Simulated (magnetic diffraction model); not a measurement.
**LaCoW: what an assumed order does to the neutron pattern**

Space group Pna2_1 (no. 33), a = 7.2840 Å, b = 7.9280 Å, c = 4.5120 Å.

| site | atom | x | y | z |
| --- | --- | --- | --- | --- |
| 4a | W | 0.3254 | 0.5819 | 0.7538 |
| 4a | La | 0.9834 | 0.3035 | 0.7557 |
| 4a | Co | 0.2116 | 0.9082 | 0.7658 |

This is a made-up structure (elements placed in a structure type, unrelaxed), so the numbers test the method and describe no known phase.

Only Co is taken to order (form factors of Co2+); orders and moment sizes are assumed, and not adapted to the symmetry. Radiation: neutrons of λ = 1.594 Å, 2° to 35°; isotropic B of 0.1 Å² (W), 0.1 Å² (La) and 0.14 Å² (Co). Simulated constant-wavelength pattern: nuclear and magnetic terms add, the magnetic one as |2.695 fm × Σ f S⊥ exp(2πi Q·r) exp(−B s²)|², summed over all Q at one angle with the factor 1/(sin²θ cos θ). For a modulated order the moment at position r is S exp(−2πi k·r) + c.c., with S = m/2 for a sine wave of amplitude m and S = m(u + iv)/2 for moments turning in a plane, u and v being orthogonal unit vectors in it; the phase factor of the sum at Q = H + k is then exp(2πi H·r). Free-ion form factors, Sears's scattering lengths of 1992, no absorption; a label names one of the reflections at its angle. The strongest nuclear line in the range is 100, and lines under 0.2 are left out.

Assume the order k = (0 0 1/5), moments turning in the plane of [001] and [010], 0.86 μB on Co; signs + at (0.2116, 0.9082, 0.7658), − at (0.7884, 0.0918, 0.2658), + at (0.2884, 0.4082, 0.2658), − at (0.7116, 0.5918, 0.7658).

Predict the pattern, nuclear and magnetic parts apart.

```csv
2θ (°),index,nuclear,magnetic
13.21,(1 0 1/5),0.0,6.9
19.97,(0 1 4/5),0.0,1.1
23.20,(0 2 0),4.5,0.0
23.45,(0 1 1),16.5,0.0
23.56,(0 2 1/5),0.0,0.8
23.66,(1 1 4/5),0.0,0.7
25.28,(2 0 0),4.0,0.0
26.46,(1 2 0),3.3,0.0
26.69,(1 1 1),3.4,0.0
26.78,(1 2 1/5),0.0,0.3
27.14,(0 1 6/5),0.0,0.5
28.18,(2 1 1/5),0.0,0.3
30.00,(1 1 6/5),0.0,0.3
32.43,(2 1 4/5),0.0,0.8
32.67,(2 0 1),10.9,0.0
33.61,(1 2 1),58.2,0.0
34.58,(2 2 0),36.4,0.0
34.75,(2 1 1),100.0,0.0
34.83,(2 2 1/5),0.0,0.7
```

The strongest magnetic line in the range is (1 0 1/5) at 13.21° (6.9). On top of the Lorentz factor, which all lines share, magnetic lines fade with angle because f falls: for Co2+ it is 0.91, 0.71, 0.49 and 0.18 at sin θ/λ = 0.1, 0.2, 0.3 and 0.5 Å⁻¹, while nuclear lengths stay constant. The order has no net moment.

[Logs are printed without paths, hosts, clocks, repeated set-up lines and the standing remarks that a program may print on its own settings, such as how far it seeks lower states.]
